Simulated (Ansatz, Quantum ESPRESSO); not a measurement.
# BaTiO3 (cubic perovskite): bulk modulus from a few volumes

How stiff is cubic perovskite BaTiO3 under hydrostatic load? Each row scales the relaxed cell evenly and relaxes the atoms. The symmetry of the cell is held, so distortions that would lower it, which this phase may prefer, aren't tested. The phase is followed to these pressures whether or not it stays the stable one.

Calculated with Ansatz 0.2.0, PBEsol, PAW files of the set soft_1, cutoff 600 eV, Fermi–Dirac smearing 0.02 eV, k-mesh 7×7×7, no spin polarisation, no spin-orbit coupling.

Reference cell, relaxed at zero pressure with PBEsol (Pm-3m): a = 3.9700 Å, b = 3.9700 Å, c = 3.9700 Å, α = 90.00°, β = 90.00°, γ = 90.00°.

```
atom       x       y       z
  Ba  0.0000  0.0000  0.0000
  Ti  0.5000  0.5000  0.5000
   O  0.5000  0.5000  0.0000
   O  0.5000  0.0000  0.5000
   O  0.0000  0.5000  0.5000
```

```
V (Å³/atom)    V/V0  P (GPa)  E − E0 (meV/atom)
    12.0136  0.9600    8.057               12.1
    12.2639  0.9800    3.801                2.9
    12.7645  1.0200   −3.424                2.7
    13.0148  1.0400   −6.481               10.5
    13.2651  1.0600   −9.217               22.8
```

V0 = 12.5142 Å³ an atom, where the residual pressure P0 is −0.010 GPa. **Question.** Fit the Birch–Murnaghan law and give the pressure and the energy at V = 11.7634 Å³ an atom, a row left out above.

With the Eulerian strain f = ½[(V0/V)^(2/3) − 1] and F = (P − P0)/[3f(1 + 2f)^(5/2)], the third-order law is the line F = B0 + (3/2) B0 (B′ − 4) f.

```csv
f,F (GPa)
0.01380,182.10
0.00678,181.15
−0.00656,179.35
−0.01290,178.44
−0.01905,177.52
```

A straight line through the 5 rows: the means are −0.003586 for f and 179.71 for F, Σ(Δx)² = 0.0007445 and ΣΔxΔy = 0.1032, so the slope is 0.1032/0.0007445 = 138.69 and the intercept 179.71 − (138.69)(−0.003586) = 180.21.

Hence B0 = 180.2 GPa and B′ = 4 + (138.7)/(1.5 × 180.2) = 4.51. For the withheld volume f = 0.02105, F = 183.13 GPa and P = 12.81 GPa, an extrapolation past the fitted rows. The run itself gives 12.81 GPa, so the estimate misses by 0.00 GPa, a rounding's worth.

Integrating the same law gives E − E0 = (9/2) B0 V0 f²[1 + (B′ − 4) f] + P0(V0 − V), with 1 GPa Å³ = 6.2415 meV: 28.3 meV an atom. The run itself gives 28.3 meV, so the estimate misses by 0.0 meV, a rounding's worth.

The same fit over all rows at other levels or in other programs gives B0 = 181 GPa with r2SCAN (Ansatz), 180 GPa with PBEsol (Quantum ESPRESSO, PseudoDojo) and 181 GPa with PBEsol (Quantum ESPRESSO, GBRV).

[Logs are printed without paths, hosts, clocks, repeated set-up lines and the standing remarks that a program may print on its own settings, such as how far it seeks lower states.]
